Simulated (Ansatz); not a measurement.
# Ir(111) film, 1 layer, flat: channels in plane against thickness

Wanted: in-plane conductance by layer count, from Ir(111) film, 1 layer, flat.

Calculated with Ansatz 0.2.0; Ansatz plane-wave DFT, PBE, PAW files; ballistic transport by layer matching (Landauer), zero bias.

This is a report of a sequence of runs, with most program output left out.

## (1) Starting point

The cell holds 2 atoms: 2 Ir. Cell: a = 11.000 Å, b = 2.715 Å, c = 4.702 Å, α = 90.0°, β = 90.0°, γ = 90.0°. It derives from Ir. Vacuum lies along a. The structure's axis is c.

## (2) With 1 layer

Vacuum lies along the first vector, which takes one k-point, and the current runs in the film's plane. One period is a perfect wire, so its channels are the result. Energies from -0.27 to 0.27 eV in steps of 0.036 eV cover the slope of the Fermi function at 300 K, so the program can form a conductance.

input.yaml reads:

```yaml
crystal:
  lattice:
    - [11.0, 0.0, 0.0]
    - [0.0, 2.7148657757, 0.0]
    - [0.0, 0.0, 4.7022854592]
  atoms:
    - { symbol: Ir, position: [0.4090909091, 0.0, 0.0] }
    - { symbol: Ir, position: [0.4090909091, 0.5, 0.5] }
kpoints:
  mp_grid: { grid: [1, 15, 9] }
hamiltonian:
  xc: pbe
scf:
  occupations: { method: fermi_dirac, width: 0.1 }
output:
  transmission:
    leads: [[0, 0]]
    kmesh: [1, 46]
    e_range: [-0.27, 0.27]
    de: 0.036
```

Launch:

```
$ ansatz run input.yaml --threads 4 --pin off --max-ram 8192MiB --backend cpu --events-out ev --progress --plain --runs-dir out
```

The job ended after 3.7 min (4 threads of Arm Neoverse V1, shared host; peak memory 0.83 GiB).

This step gave:

```yaml
free_energy: -23866.7984 eV
energy_at_zero_smearing: -23866.6935 eV
fermi_energy: -0.02278 eV
cell_area: 29.86 Å²
estimated_errors_of_the_lead_s_conductance: 0, 7.5, 3.3 % (band edges, k-mesh, distance from neutral)
lead_conductance_per_cell: 2.884 G₀
```

Per spin. The open channels, zone mean, lead by energy, zero at the Fermi level:

```
energy (eV)  open channels, zone mean, lead
     -0.270                            3.52
     -0.234                            3.57
     -0.198                            3.52
     -0.162                            3.57
     -0.126                            3.11
     -0.090                            3.37
     -0.054                            2.98
     -0.018                            2.89
      0.018                            2.93
      0.054                            2.74
      0.090                            2.61
      0.126                            2.52
      0.162                            2.35
      0.198                            2.30
      0.234                            2.39
      0.270                            2.17
```

The program's largest error estimate for it is 7.5 %, from the k-mesh.

## (3) With 2 layers, thickness 4.433 A

The film grows to 2 layers.

System of this step: Ir(111) film, 2 layers, flat. The cell holds 4 atoms: 4 Ir. Its edges and angles: a = 13.217 Å, b = 2.715 Å, c = 4.702 Å, α = 90.0°, β = 90.0°, γ = 90.0°. It derives from Ir. Vacuum lies along a. The structure's axis is c.

input.yaml, the sections that differ from step 2:

```yaml
crystal:
  lattice:
    - [13.2166786235, 0.0, 0.0]
    - [0.0, 2.7148657757, 0.0]
    - [0.0, 0.0, 4.7022854592]
  atoms:
    - { symbol: Ir, position: [0.3404788849, 0.0, 0.0] }
    - { symbol: Ir, position: [0.3404788849, 0.5, 0.5] }
    - { symbol: Ir, position: [0.5081971662, 0.0, 0.3333333333] }
    - { symbol: Ir, position: [0.5081971662, 0.5, 0.8333333333] }
# kpoints, hamiltonian, scf, output: as in step 2
```

It took 8 min on 4 threads; peak memory 1.1 GiB; 26 min of CPU time.

This step gave:

```
free energy                                : -47737.6396 eV
energy at zero smearing                    : -47737.5430 eV
Fermi energy                               : 5.021 eV
cell area                                  : 35.88 Å²
estimated errors of the lead's conductance : 0, 2.9, 0.1 % (band edges, k-mesh, distance from neutral)
lead conductance per cell                  : 3.354 G₀
```

Per spin. The open channels, zone mean, lead by energy, zero at the Fermi level:

```
energy (eV)  open channels, zone mean, lead
     -0.270                            3.54
     -0.234                            3.46
     -0.198                            3.46
     -0.162                            3.41
     -0.126                             3.5
     -0.090                            3.46
     -0.054                             3.5
     -0.018                            3.37
      0.018                            3.37
      0.054                            3.15
      0.090                            3.02
      0.126                            3.02
      0.162                            3.15
      0.198                            3.02
      0.234                            3.02
      0.270                            2.93
```

The lead conductance per cell is 3.35 G₀, 16 % over the 2.88 G₀ of the last finished run.

## (4) With 3 layers, thickness 6.65 A

The film grows to 3 layers.

System of this step: Ir(111) film, 3 layers, flat. The cell holds 6 atoms: 6 Ir. Cell: a = 15.433 Å, b = 2.715 Å, c = 4.702 Å, α = 90.0°, β = 90.0°, γ = 90.0°. It derives from Ir. Vacuum lies along a. The structure's axis is c.

input.yaml, the sections that differ from step 3:

```yaml
crystal:
  lattice:
    - [15.4333572471, 0.0, 0.0]
    - [0.0, 2.7148657757, 0.0]
    - [0.0, 0.0, 4.7022854592]
  atoms:
    - { symbol: Ir, position: [0.2915762221, 0.0, 0.0] }
    - { symbol: Ir, position: [0.2915762221, 0.5, 0.5] }
    - { symbol: Ir, position: [0.435205284, 0.0, 0.3333333333] }
    - { symbol: Ir, position: [0.435205284, 0.5, 0.8333333333] }
    - { symbol: Ir, position: [0.5788343459, 0.0, 0.6666666667] }
    - { symbol: Ir, position: [0.5788343459, 0.5, 0.1666666667] }
# kpoints, hamiltonian, scf, output: as in step 3
```

Run time: 17 min. Hardware: 4 threads; peak memory 1.7 GiB; 56 min of CPU time.

This step gave:

```
free energy                                : -71608.2930 eV
energy at zero smearing                    : -71608.1542 eV
Fermi energy                               : 8.014 eV
cell area                                  : 41.90 Å²
estimated errors of the lead's conductance : 0, 3.9, 0.1 % (band edges, k-mesh, distance from neutral)
lead conductance per cell                  : 4.973 G₀
```

Per spin. Table of open channels, zone mean, lead by energy, zero at the Fermi level:

```
energy (eV)  open channels, zone mean, lead
     -0.270                            4.87
     -0.234                            5.09
     -0.198                            5.30
     -0.162                            5.22
     -0.126                            5.22
     -0.090                            4.96
     -0.054                            5.09
     -0.018                               5
      0.018                               5
      0.054                            4.74
      0.090                            4.52
      0.126                            4.61
      0.162                            4.61
      0.198                            4.65
      0.234                            4.70
      0.270                            4.59
```

The lead conductance per cell is 4.97 G₀, 48 % over the 3.35 G₀ of the last finished run.

## (5) With 4 layers, thickness 8.867 A

The film grows to 4 layers.

System of this step: Ir(111) film, 4 layers, flat. The cell holds 8 atoms: 8 Ir. Cell: a = 17.650 Å, b = 2.715 Å, c = 4.702 Å, α = 90.0°, β = 90.0°, γ = 90.0°. It derives from Ir. Vacuum lies along a. The structure's axis is c.

input.yaml, the sections that differ from step 4:

```yaml
crystal:
  lattice:
    - [17.6500358706, 0.0, 0.0]
    - [0.0, 2.7148657757, 0.0]
    - [0.0, 0.0, 4.7022854592]
  atoms:
    - { symbol: Ir, position: [0.2549569889, 0.0, 0.0] }
    - { symbol: Ir, position: [0.2549569889, 0.5, 0.5] }
    - { symbol: Ir, position: [0.3805475905, 0.0, 0.3333333333] }
    - { symbol: Ir, position: [0.3805475905, 0.5, 0.8333333333] }
    - { symbol: Ir, position: [0.5061381922, 0.0, 0.6666666667] }
    - { symbol: Ir, position: [0.5061381922, 0.5, 0.1666666667] }
    - { symbol: Ir, position: [0.6317287938, 0.0, 0.0] }
    - { symbol: Ir, position: [0.6317287938, 0.5, 0.5] }
# kpoints, hamiltonian, scf, output: as in step 4
```

Run time: 29 min. Hardware: 4 threads; peak memory 2.2 GiB.

Numbers from this step:

```yaml
free_energy: -95479.0433 eV
energy_at_zero_smearing: -95478.9012 eV
fermi_energy: 10.18 eV
cell_area: 47.92 Å²
estimated_errors_of_the_lead_s_conductance: 0, 3.4, 0.1 % (band edges, k-mesh, distance from neutral)
lead_conductance_per_cell: 5.094 G₀
```

Per spin. Open channels, zone mean, lead against energy, zero at the Fermi level:

```
energy (eV)  open channels, zone mean, lead
     -0.270                            5.43
     -0.234                            5.52
     -0.198                            5.52
     -0.162                            5.35
     -0.126                            5.13
     -0.090                            5.17
     -0.054                            5.17
     -0.018                               5
      0.018                            5.13
      0.054                            5.04
      0.090                            4.96
      0.126                            4.83
      0.162                            5.11
      0.198                            5.17
      0.234                            5.13
      0.270                            5.13
```

The lead conductance per cell is 5.09 G₀, 2.4 % over the 4.97 G₀ of the last finished run, within the error estimates, leads' steps apart, of 3.9 and 3.4 %.

## (6) The ladder

Times are for 4 threads of Arm Neoverse V1, shared host. Results by setting:

```
no.  layers  lead conductance per cell (G₀)     time  memory (GiB)
  1       1                           2.884  3.7 min          0.83
  2       2                           3.354    8 min           1.1
  3       3                           4.973   17 min           1.7
  4       4                           5.094   29 min           2.2
```

The runs together. Open channels, zone mean against energy, zero at the Fermi level:

```
energy (eV)     1     2     3     4
     -0.270  3.52  3.54  4.87  5.43
     -0.234  3.57  3.46  5.09  5.52
     -0.198  3.52  3.46  5.30  5.52
     -0.162  3.57  3.41  5.22  5.35
     -0.126  3.11   3.5  5.22  5.13
     -0.090  3.37  3.46  4.96  5.17
     -0.054  2.98   3.5  5.09  5.17
     -0.018  2.89  3.37     5     5
      0.018  2.93  3.37     5  5.13
      0.054  2.74  3.15  4.74  5.04
      0.090  2.61  3.02  4.52  4.96
      0.126  2.52  3.02  4.61  4.83
      0.162  2.35  3.15  4.61  5.11
      0.198  2.30  3.02  4.65  5.17
      0.234  2.39  3.02  4.70  5.13
      0.270  2.17  2.93  4.59  5.13
```

## (7) With 5 layers, thickness 11.083 A

The film grows to 5 layers.

System of this step: Ir(111) film, 5 layers, flat. The cell holds 10 atoms: 10 Ir. Its edges and angles: a = 19.867 Å, b = 2.715 Å, c = 4.702 Å, α = 90.0°, β = 90.0°, γ = 90.0°. It derives from Ir. Vacuum lies along a. The structure's axis is c.

input.yaml, the sections that differ from step 5:

```yaml
crystal:
  lattice:
    - [19.8667144941, 0.0, 0.0]
    - [0.0, 2.7148657757, 0.0]
    - [0.0, 0.0, 4.7022854592]
  atoms:
    - { symbol: Ir, position: [0.2265095218, 0.0, 0.0] }
    - { symbol: Ir, position: [0.2265095218, 0.5, 0.5] }
    - { symbol: Ir, position: [0.3380870363, 0.0, 0.3333333333] }
    - { symbol: Ir, position: [0.3380870363, 0.5, 0.8333333333] }
    - { symbol: Ir, position: [0.4496645507, 0.0, 0.6666666667] }
    - { symbol: Ir, position: [0.4496645507, 0.5, 0.1666666667] }
    - { symbol: Ir, position: [0.5612420652, 0.0, 0.0] }
    - { symbol: Ir, position: [0.5612420652, 0.5, 0.5] }
    - { symbol: Ir, position: [0.6728195796, 0.0, 0.3333333333] }
    - { symbol: Ir, position: [0.6728195796, 0.5, 0.8333333333] }
# kpoints, hamiltonian, scf, output: as in step 5
```

Run time: 15 min. Hardware: 4 threads; peak memory 2.8 GiB.

The run was cut off at the time limit after its SCF cycle had converged; no result of it is taken.

The program's message: “Error: SIGTERM received: cancelled by the caller after 84 completed steps of the transmission, in an analysis behind the self-consistent cycle: that cycle's result was reported, and what else the deck …”

## (8) Summary of results

| Quantity | Value |
| --- | --- |
| conductance per cell, 1 layer | 2.88 G₀ |
| conductance per cell, 2 layers | 3.35 G₀ |
| conductance per cell, 3 layers | 4.97 G₀ |
| conductance per cell, 4 layers | 5.09 G₀ |

The conductance per cell width goes from 2.88 G0 at 1 to 5.09 G0 at 4 layers. Over the film's own cross-section (layers × spacing × width) the conductance runs from 3.7 to 1.6×10¹⁵ S/m²; that nominal section leaves out the charge that spills into the vacuum, which flatters the thinnest films. The gains from one thickness to the next are 0.47, 1.6 and 0.12 G0 per added layer; they differ by more than the error estimates allow, as expected where subbands cross the Fermi level in steps. The film repeats perfectly along the current, so nothing scatters; its faces are clean and not relaxed. Very thin films of this metal can turn magnetic, which an unpolarised run can't show. Spin-orbit coupling is left out, which matters for Ir.

[Logs are printed without paths, hosts, clocks, repeated set-up lines and the standing remarks that a program may print on its own settings, such as how far it seeks lower states.]

[Hosts, paths, dates, database ids (printed as entryN), source tags and the programs' standing remarks are cut or masked in the printed files.]
